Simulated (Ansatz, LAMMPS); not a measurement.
## Forces and charges in amorphous 32Ga2O3-68GeO2 (mol %) (69 atoms)

Wanted: forces, charges and levels of amorphous 32Ga2O3-68GeO2 (mol %) (69 atoms).

Method: Kohn-Sham DFT, PBE, PAW (set soft_2), plane waves, in Ansatz 0.2.0.

## (1) The starting structure

The cell holds 69 atoms: 12 Ga, 13 Ge and 44 O. Its edges and angles: a = 9.780 Å, b = 9.780 Å, c = 9.780 Å, α = 90.0°, β = 90.0°, γ = 90.0°. 69 atoms (12 Fe, 13 Ge, 44 O) placed at random at 4.19 g/cm³, melted at 5000 K for 10 ps at fixed volume with the Morse and Coulomb pair potential with partial charges (Pedone, Malavasi, Menziani, Cormack and Segre, J. Phys. Chem. B 110, 11780 (2006)). Quenched from 5000 K to 300 K at 20 K/ps and fixed volume, held 5 ps, then minimised at fixed cell. Then Fe was replaced by Ga and the cell scaled by 1.006 (the potential has no terms for the new elements, so the cell is a start for a DFT relaxation).

Limits known from the start: The quench rate of 20 K/ps far exceeds what a furnace or splat quench reaches, so expect more defects and frozen-in strain than in a real sample. The starting topology of bonds comes from the classical model, and needn't be the one that DFT or experiment would give. The Brillouin zone is sampled at Γ only, in a cell whose shortest periodic width is 10 Å.

## (2) The classical run that made the cell

A classical potential makes the cell, at a small fraction of what the same run would cost in DFT.

This step: classical MD, Morse and Coulomb pair potential with partial charges (Pedone, Malavasi, Menziani, Cormack and Segre, J. Phys. Chem. B 110, 11780 (2006)) (LAMMPS 22 Jul 2025 - Update 4).

in.lmp

```
# melt-quench of Fe12Ge13O44
units metal
atom_style charge
boundary p p p
region box block 0 9.7215 0 9.7215 0 9.7215
create_box 3 box
mass 1 55.8450   # Fe
mass 2 72.6300   # Ge
mass 3 15.9990   # O
create_atoms 1 random 12 177685 NULL overlap 1.5 maxtry 2000
create_atoms 2 random 13 177692 NULL overlap 1.5 maxtry 2000
create_atoms 3 random 44 177699 NULL overlap 1.5 maxtry 2000
pair_style hybrid/overlay pedone 5.5 coul/long 8.0
pair_coeff * * coul/long
pair_coeff 1 3 pedone 0.418981 1.620376 2.382183 2   # Fe-O
pair_coeff 2 3 pedone 0.158118 2.294230 2.261313 5   # Ge-O
pair_coeff 3 3 pedone 0.042395 1.379316 3.618701 22   # O-O
set type 1 charge 1.8
set type 2 charge 2.4
set type 3 charge -1.2
kspace_style pppm 1.0e-4
neigh_modify delay 0 every 1 check yes
thermo_style custom step time temp pe press density
thermo_modify norm yes
timestep 0.002
thermo 100
min_style cg
minimize 1e-4 1e-4 200 2000
reset_timestep 0
velocity all create 5000 177686 mom yes dist gaussian
fix lim all nve/limit 0.05
fix lan all langevin 5000 5000 0.2 177687 zero yes
thermo 500
run 1000 post no
# [... 10 lines left out ...]
thermo 1250
fix md all nvt temp 300 300 0.2
run 2500 post no
unfix md
thermo 100
min_style cg
minimize 0 1e-3 2000 20000
write_dump all custom glass.dump id type xs ys zs modify sort id
```

On the command line:

```bash
> lmp -in in.lmp -log none -nocite
```

Numbers of over 12 decimals in the logs are rounded to 6 here.

Log:

```text
LAMMPS (22 Jul 2025 - Update 4)
Created orthogonal box = (0 0 0) to (9.7215 9.7215 9.7215)
Created 12 atoms
Created 13 atoms
Created 44 atoms
PPPM initialization ...
  G vector (1/distance) = 0.37609664
  grid = 10 10 10
  estimated relative force accuracy = 8.2211759e-05
   Step          Time           Temp          PotEng         Press         Density
         0   0              0             -3.1569068      674614.83      4.1900213
        64   0.128          0             -14.861449     -26764.744      4.1900213
Loop time of 0.0268629 s on 1 MPI rank(s) for 64 steps with 69 atoms
Minimization stats:
  Stopping criterion = energy tolerance
  Energy initial, next-to-last, final =
     -3.15690676049055  -14.8600877056951  -14.8614486774639
  Force two-norm initial, final = 260.78199 1.8947571
  Iterations, force evaluations = 64 84
   Step          Time           Temp          PotEng         Press         Density
[... 12 lines left out ...]
[... 1 line left out ...]
Loop time of 1.37781 s on 1 MPI rank(s) for 5000 steps with 69 atoms
   Step          Time           Temp          PotEng         Press         Density
[... 12 lines left out ...]
Loop time of 30.6968 s on 1 MPI rank(s) for 117500 steps with 69 atoms
   Step          Time           Temp          PotEng         Press         Density
[... 2 lines left out ...]
    125000   250            305.07778     -15.013637     -51042.292      4.1900213
    126000   252            248.26749     -15.015659     -47765.694      4.1900213
Loop time of 0.580746 s on 1 MPI rank(s) for 2500 steps with 69 atoms
   Step          Time           Temp          PotEng         Press         Density
    126000   252            248.26749     -15.015659     -47765.694      4.1900213
    126014   252.028        248.26749     -15.050475     -43067.964      4.1900213
Loop time of 0.0216159 s on 1 MPI rank(s) for 14 steps with 69 atoms
Minimization stats:
  Stopping criterion = linesearch alpha is zero
  Energy initial, next-to-last, final =
     -15.0156585656709  -15.0504750181091  -15.0504750181091
  Force two-norm initial, final = 9.8767625 0.54758258
  Iterations, force evaluations = 14 75
```

It took 33 s on 1 thread of Arm Neoverse V2, shared host; peak memory 0.079 GiB.

## (3) Plane-wave single point

The electrons are solved once, with the atoms held.

input.yaml

```yaml
crystal:
  lattice:
    - [9.77983, 0.0, 0.0]
    - [0.0, 9.77983, 0.0]
    - [0.0, 0.0, 9.77983]
  atoms:
    - { symbol: Ga, position: [0.86996, 0.88951, 0.54555] }
    - { symbol: Ga, position: [0.32419, 0.61134, 0.74796] }
    - { symbol: Ga, position: [0.65876, 0.11954, 0.68941] }
    - { symbol: Ga, position: [0.5854, 0.40092, 0.80407] }
    - { symbol: Ga, position: [0.03502, 0.78679, 0.86018] }
    - { symbol: Ga, position: [0.9844, 0.59596, 0.61079] }
    - { symbol: Ga, position: [0.0813, 0.0844, 0.66809] }
    - { symbol: Ga, position: [0.31767, 0.23195, 0.80763] }
    - { symbol: Ga, position: [0.00676, 0.10558, 0.37427] }
    - { symbol: Ga, position: [0.93214, 0.35515, 0.8069] }
    - { symbol: Ga, position: [0.78587, 0.32337, 0.13866] }
    - { symbol: Ga, position: [0.79902, 0.29048, 0.49573] }
    - { symbol: Ge, position: [0.61468, 0.54137, 0.53178] }
    - { symbol: Ge, position: [0.32153, 0.57681, 0.33261] }
    - { symbol: Ge, position: [0.63266, 0.7687, 0.73752] }
    - { symbol: Ge, position: [0.83148, 0.60457, 0.29649] }
    - { symbol: Ge, position: [0.33418, 0.9047, 0.86933] }
    - { symbol: Ge, position: [0.18846, 0.37216, 0.55493] }
    - { symbol: Ge, position: [0.26313, 0.86395, 0.48545] }
    - { symbol: Ge, position: [0.75892, 0.92011, 0.21543] }
    - { symbol: Ge, position: [0.50498, 0.08925, 0.37987] }
    - { symbol: Ge, position: [0.84424, 0.59837, 0.96638] }
    - { symbol: Ge, position: [0.42272, 0.3933, 0.06321] }
    - { symbol: Ge, position: [0.27534, 0.11775, 0.13939] }
    - { symbol: Ge, position: [0.89281, 0.09421, 0.94363] }
    - { symbol: O, position: [0.5876, 0.33981, 0.09972] }
    - { symbol: O, position: [0.94993, 0.64546, 0.41822] }
    - { symbol: O, position: [0.94754, 0.73813, 0.02352] }
    - { symbol: O, position: [0.66355, 0.39257, 0.62596] }
    - { symbol: O, position: [0.46702, 0.55984, 0.4373] }
    - { symbol: O, position: [0.39531, 0.97982, 0.46376] }
    - { symbol: O, position: [0.1247, 0.2163, 0.50408] }
    - { symbol: O, position: [0.69956, 0.92734, 0.67307] }
    - { symbol: O, position: [0.2724, 0.03558, 0.76259] }
    - { symbol: O, position: [0.16996, 0.5261, 0.65178] }
    - { symbol: O, position: [0.12406, 0.09056, 0.21751] }
    - { symbol: O, position: [0.85712, 0.24466, 0.31231] }
    - { symbol: O, position: [0.00423, 0.99336, 0.85232] }
    - { symbol: O, position: [0.75126, 0.44499, 0.89946] }
    - { symbol: O, position: [0.32009, 0.98834, 0.02651] }
    - { symbol: O, position: [0.4134, 0.45884, 0.89605] }
    - { symbol: O, position: [0.61196, 0.99753, 0.27356] }
    - { symbol: O, position: [0.49392, 0.84718, 0.82682] }
    - { symbol: O, position: [0.73591, 0.70713, 0.86799] }
    - { symbol: O, position: [0.80458, 0.17783, 0.81033] }
    - { symbol: O, position: [0.20947, 0.45831, 0.40054] }
    - { symbol: O, position: [0.30523, 0.76914, 0.62489] }
    - { symbol: O, position: [0.10672, 0.25818, 0.77597] }
    - { symbol: O, position: [0.71378, 0.69075, 0.57286] }
    - { symbol: O, position: [0.52241, 0.2063, 0.80937] }
    - { symbol: O, position: [0.36776, 0.51359, 0.17487] }
    - { symbol: O, position: [0.72911, 0.48852, 0.39044] }
    - { symbol: O, position: [0.52919, 0.60293, 0.70412] }
    - { symbol: O, position: [0.22968, 0.75962, 0.8763] }
    - { symbol: O, position: [0.10985, 0.94804, 0.5118] }
    - { symbol: O, position: [0.87244, 0.94684, 0.35118] }
    - { symbol: O, position: [0.80422, 0.00958, 0.06861] }
    - { symbol: O, position: [0.89058, 0.10529, 0.56919] }
    - { symbol: O, position: [0.30744, 0.25712, 0.02618] }
    - { symbol: O, position: [0.9321, 0.40198, 0.60128] }
    - { symbol: O, position: [0.9692, 0.77924, 0.67691] }
    - { symbol: O, position: [0.26978, 0.74405, 0.35434] }
    - { symbol: O, position: [0.84613, 0.51753, 0.13896] }
    - { symbol: O, position: [0.39324, 0.16704, 0.26538] }
    - { symbol: O, position: [0.9288, 0.25212, 0.01538] }
    - { symbol: O, position: [0.73933, 0.7447, 0.23881] }
    - { symbol: O, position: [0.97116, 0.5533, 0.84066] }
    - { symbol: O, position: [0.34059, 0.33059, 0.6381] }
    - { symbol: O, position: [0.61731, 0.16202, 0.49572] }
kpoints:
  mp_grid: { grid: [1, 1, 1] }
hamiltonian:
  xc: pbe
scf:
  occupations: { method: fixed }
output:
  forces: true
  stress: true
  populations: true
  dos:
    method: { smearing: { sigma: 0.1 } }
    de: 0.1
    projected: { site_lists: { Ga: [Ga], Ge: [Ge], O: [O] } }
  eigenvalues: true
  write_density: true
  write_potential: true
  volumetric_format: npy
```

On the command line:

```bash
> ansatz run input.yaml --threads 8 --pin off --max-ram 15872MiB --backend cpu --events-out ev --progress --plain --runs-dir out
```

Log:

```text
Engine: ansatz 0.2.0, aarch64-unknown-linux-gnu
Pseudopotentials: kind: paw
Pseudopotential: Ga, paw, valence charge 13, recommended cutoff 420 eV (normal), Ga.paw.azcp
Pseudopotential: Ge, paw, valence charge 14, recommended cutoff 420 eV (normal), Ge.paw.azcp
Pseudopotential: O, paw, valence charge 6, recommended cutoff 420 eV (normal), O.paw.azcp
[... 5 lines on functional and potentials left out ...]
Crystal: 69 atoms, lattice volume = 935.393 Å³
Basis set: ecut = 420 eV, 18325 PW (Γ), exchange–correlation on 144×144×144 points (8 copies of the dense FFT grid, shifted against one another)
Bands: 370, of which v1, the nominal top of the filled ones, is band 301 counted from 1 (300 counted from 0)
Symmetry: 1 space group operations
Space group: P1 (ITA 1), of the structure as read, at distance tolerance 9.8e-5 Å
k-points: 1
[... 7 lines on functional and potentials left out ...]
Initial density: superposition of atomic densities (neutral atoms: chi_scale 0, normalization atom), corrected by the library's trained network
Initial wavefunctions: pseudopotential atomic-orbital guess
Functional: x = pbe(κ = 0.804, μ = 0.219515), c = pbe(β = 0.066725)
SCF iter   1: F=—  HF=-126190.362256 eV  |F-HF|=—  |Δ(HF+E_count)|=         —  Δρ=2.97e-3  dr2=8.06e-2  ethr=1.77e-3  ⟨swp⟩=5.0  Hψ=1223  notcnv=0  defer=67
preconditioner: auto → Resta (q_TF=auto, 2.535 Å⁻¹)  ε∞=3.4  [insulator: Δε(μ)=1.167 eV  Ē_g=19.092 eV  n_scr=250 (ndim 8)  ℏωp=29.8 eV  f_vac=0.194  ε∞_Penn≈3.4]
SCF iter   2: F=—  HF=-126190.360266 eV  |F-HF|=—  |Δ(HF+E_count)|=   1.99e-3  Δρ=1.60e-3  dr2=1.66e-2  ethr=1.34e-5  ⟨swp⟩=2.0  Hψ=664  notcnv=0  defer=67
SCF iter   3: F=—  HF=-126190.361282 eV  |F-HF|=—  |Δ(HF+E_count)|=   1.02e-3  Δρ=6.85e-4  dr2=5.05e-3  ethr=2.75e-6  ⟨swp⟩=2.0  Hψ=515  notcnv=0  defer=67
SCF iter   4: F=—  HF=-126190.361510 eV  |F-HF|=—  |Δ(HF+E_count)|=   2.27e-4  Δρ=2.19e-4  dr2=5.04e-4  ethr=8.39e-7  ⟨swp⟩=2.0  Hψ=515  notcnv=0  defer=67
SCF iter   5: F=—  HF=-126190.361538 eV  |F-HF|=—  |Δ(HF+E_count)|=   2.79e-5  Δρ=1.32e-4  dr2=1.69e-4  ethr=8.37e-8  ⟨swp⟩=2.0  Hψ=535  notcnv=0  defer=66
SCF iter   6: F=—  HF=-126190.361597 eV  |F-HF|=—  |Δ(HF+E_count)|=   5.97e-5  Δρ=4.24e-5  dr2=1.89e-5  ethr=2.80e-8  ⟨swp⟩=2.0  Hψ=513  notcnv=0  defer=65
SCF iter   7: F=—  HF=-126190.362665 eV  |F-HF|=—  |Δ(HF+E_count)|=   1.07e-3  Δρ=2.41e-5  dr2=5.74e-6  ethr=3.14e-9  ⟨swp⟩=2.0  Hψ=654  notcnv=0  defer=65
SCF iter   8: F=—  HF=-126190.362666 eV  |F-HF|=—  |Δ(HF+E_count)|=   9.00e-7  Δρ=8.30e-6  dr2=8.10e-7  ethr=9.54e-10  ⟨swp⟩=2.0  Hψ=512  notcnv=0  defer=65
SCF iter   9: F=—  HF=-126190.362666 eV  |F-HF|=—  |Δ(HF+E_count)|=   1.74e-7  Δρ=4.41e-6  dr2=2.05e-7  ethr=1.35e-10  ⟨swp⟩=2.0  Hψ=606  notcnv=0  defer=65
SCF iter  10: F=-126190.362666 eV  HF=-126190.362666 eV  |F-HF|=5.12e-9  |Δ(HF+E_count)|=   4.25e-9  Δρ=1.70e-6  dr2=3.10e-8  ethr=1.66e-11  ⟨swp⟩=15.0  Hψ=2862  notcnv=0
SCF 1 converged in 10 iterations: F = -126190.362666 eV  dr2 = 3.10e-8
  greatest PAW one-centre occupation: 0.999 electrons in one spin orbital (limit 2), on the Ge atom at site 21 (counted from 0), in its partial waves of l = 2
SCF converged after 10 iterations
Free energy (F): -126190.362666 eV
Harris-Foulkes:  -126190.362666 eV  (|F-HF|=5.12e-9)
Internal energy: -126190.362666 eV  (E = F + TS)
E sigma→0 (E₀):  -126190.362666 eV
Fermi energy:    5.129311 eV
--- Per-component energies (eV) ---
  E_band       = -4150.114469
  E_kinetic    = 10534.659912
  E_local      = -88405.375987  (includes V_loc(G=0)·N_el)
  E_nonlocal   = 12856.421990
  E_hartree    = 38702.845349
  E_xc         = -4994.661364
  E_vxc        = -5605.066679  (∫ρ·V_xc dr)
  E_paw        = -57299.748979  (= ΣΔE_a)
  E_vpaw       = -10936.555345  (= ΣTr[D̂ρ^β])
  E_aug_tail   = 0.111606  (compensation charges beyond the density's cutoff)
  E_ewald      = -37584.615192
  E_smearing   = -0.000000  (= −TS)
  E_closure    = -0.000000  (closes the sum)
  Σ components = -126190.362666   (vs F -126190.362666, Δ=0.00e0)
--- Forces (eV/Å), atoms counted from 1 ---
  atom   1  Ga    -0.69780701     0.28946179     0.22477018
  atom   2  Ga     0.07614610     0.97821351    -1.56305256
  atom   3  Ga    -0.77492329    -0.72402225     0.63856857
  atom   4  Ga     0.18255318     0.12138317     0.52235326
  atom   5  Ga    -0.66997976     0.23497438     0.88904493
  atom   6  Ga    -0.36558953    -0.44521701    -0.31706473
  atom   7  Ga     0.42490631     1.17674311     0.24056265
  atom   8  Ga    -0.06243036    -0.38365520    -1.16765188
  atom   9  Ga     0.38020876     0.50233110    -0.40390454
  atom  10  Ga     0.08178865     0.48186728    -0.15852653
  atom  11  Ga    -0.39534327     0.01346409    -0.08117941
  atom  12  Ga     0.28379393     0.85930846    -0.63302597
  atom  13  Ge    -0.20614678     1.14490698    -0.43192771
  atom  14  Ge     0.85044761    -0.36659730     1.97666026
[...]
atom  68  O      1.13894933    -0.67745338     1.19957489
  atom  69  O      1.05663587     0.96878239     1.43428006
  max |Σ_I F_I| component: 6.70e-5 eV/Å
--- Stress (GPa, compression-positive) ---
       -0.520422       1.976675      -1.259795
        1.976675       1.008683       0.870826
       -1.259795       0.870826      -0.898237
  P = ⅓ Tr σ = -0.1367 GPa (-1.367 kbar)
--- Band table (eV) ---
  k-point 0: bands = ["-19.5282", "-19.4710", "-19.4494", "-19.4405", [... 354 levels ...], "14.2930", "14.4157", "14.4624", "14.4825", "14.5514", "14.6077", "14.7011", "14.7753", "14.8398", "14.8701", "14.9893", "15.0047"]
--- Löwdin populations: 69 sites ---
  site symbol       q [e]
     0     Ga     11.9566
     1     Ga     11.9484
     2     Ga     11.9538
[...]
68      O      6.6767
  spilling = 0.004218 (of n_electrons = 602.000000)
```

The job ended after 7.6 s (8 threads of Arm Neoverse V2, shared host; peak memory 1.4 GiB).

Numbers from this run:

| Quantity | Value |
| --- | --- |
| free energy | -126190.3627 eV |
| free energy per atom | -1828.8458 eV/atom |
| SCF cycles | 10 |
| pressure | -0.1367 GPa |
| r.m.s. force component | 0.8719 eV/Å |
| longest force | 2.578 eV/Å |
| Fermi energy | 5.129 eV |
| gap (highest filled to lowest empty level) | 1.088 eV |
| spilling of the projection | 0.004218 |

Neighbours are counted within 2.27 Å (O-Ge), 2.50 Å (O-Ga).

Length of the force by element and coordination:

```tsv
element	coordination	atoms	mean length of the force (eV/Å)	spread	least	most
Ga	all	12	0.959	0.399	0.404	1.85
Ga	4	2	0.821	0.417	0.404	1.24
Ga	5	5	1.09	0.459	0.567	1.85
Ga	6	5	0.886	0.270	0.514	1.27
Ge	all	13	1.33	0.535	0.467	2.18
Ge	4	10	1.26	0.576	0.467	2.18
Ge	5	3	1.55	0.264	1.24	1.89
O	all	44	1.52	0.597	0.185	2.58
O	2	18	1.42	0.490	0.192	2.33
O	3	22	1.54	0.648	0.185	2.58
O	4	4	1.93	0.556	1.06	2.57
```

Löwdin charges by element and coordination (they lack the spilled electrons, 0.037 e an atom on average):

```tsv
element	coordination	atoms	mean charge (e)	spread	least	most
Ga	all	12	1.03	0.0248	0.989	1.06
Ga	4	2	1.05	0.0086	1.05	1.06
Ga	5	5	1.04	0.0177	1.01	1.06
Ga	6	5	1.01	0.0235	0.989	1.04
Ge	all	13	1.61	0.0321	1.56	1.66
Ge	4	10	1.62	0.0237	1.58	1.66
Ge	5	3	1.57	0.0031	1.56	1.57
O	all	44	-0.699	0.0454	-0.778	-0.625
O	2	18	-0.746	0.0216	-0.778	-0.709
O	3	22	-0.667	0.0228	-0.726	-0.627
O	4	4	-0.659	0.0243	-0.690	-0.625
```

States in the cell by windows of 1 eV, zero at the Fermi level; the larger projections on atomic orbitals stand beside the total:

```tsv
from (eV)	to (eV)	total	O p	Ge p	Ga s
-10	-9	6.1	3.4	0.2	0.1
-9	-8	6.7	3.9	0.3	0.2
-8	-7	12.7	7.6	0.8	1.3
-7	-6	15.5	9.8	1.1	2.9
-6	-5	26.1	18.5	3.3	1.6
-5	-4	27.3	20.6	2.7	0.6
-4	-3	31.4	25.5	1.7	0.4
-3	-2	46.1	41.2	1.2	0.2
-2	-1	55.9	52.9	0.7	0.2
-1	0	34.5	33.3	0.2	0.1
0	1	1.7	1.5	0.0	0.1
1	2	1.8	0.2	0.0	0.7
2	3	0.3	0.1	0.0	0.1
3	4	12.1	3.3	0.7	4.1
4	5	14.0	3.7	1.3	3.5
```

With fixed occupations the program's Fermi level is the highest filled level; weight inside the gap is the broadening of levels at its edges.

Between -25 and -10 eV lie 338 more states.

The levels nearest the highest filled one (over half full), pooled over k-points and spins:

```tsv
level less the highest filled one (eV)	occupation
-0.493	2
-0.424	2
-0.243	2
-0.115	2
-0.0763	2
0	2
1.09	0
3.07	0
3.18	0
3.39	0
3.76	0
3.79	0
```

Valence density in the bc plane at fractional x = 0.322, with atoms of Ga and Ge and O within 0.2 Å of it. It is the smooth field of the valence electrons, not physical close to the nuclei.

Values in e/Å³, 13 rows by 16 columns, each cell a mean:
```
 1  0  0  1  1  0  0  0  0  0  0  0  0  0  1  2
 0  0  0  3  2  0  0  0  0  0  0  0  0  2 21  5
 2  1  1 17 10  0  0  0  0  6  5  0  0  0  2  1
 2  1  0  1  1  1  0  0  0 12 10  1  1  0  0  0
 0  0  0  0  2  5  2  0  0  0  0  2  5  2  0  0
 0  0  0  0  1  1  1  0  0  0  0  1  2  1  0  0
 1  0  0  0  0  0  0  0  0  0  0  0  0  1  2  1
 0  0  0  0  0  0  0  0  1  1  0  1  1  1  1  1
 0  0  0  0  0  0  0  0  5 24  2  2  2  0  0  0
 0  0  1  1  0  0  0  0  1  2  0  0  0  0  0  0
 0  2  2  0  0  0  0  1  3  1  0  0  0  0  0  0
 1  2  2  1  1  0  0  1  1  0  0  0  0  0  0  1
 4  1  0  3  5  1  0  0  0  0  0  0  0  0  1  5
```
Columns run along b (9.8 Å), rows up along c (9.8 Å). Atoms in or near the plane, at fractional coordinates: Ga at (0.61, 0.75), Ga at (0.23, 0.81), Ge at (0.58, 0.33), Ge at (0.90, 0.87), O at (0.99, 0.03), O at (0.77, 0.62), O at (0.26, 0.03), O at (0.33, 0.64).

(Continued in part 2 of 2.)

[Logs are printed without paths, hosts, clocks, repeated set-up lines and the standing remarks that a program may print on its own settings, such as how far it seeks lower states.]

[Hosts, paths, dates, database ids (printed as entryN), source tags and the programs' standing remarks are cut or masked in the printed files.]
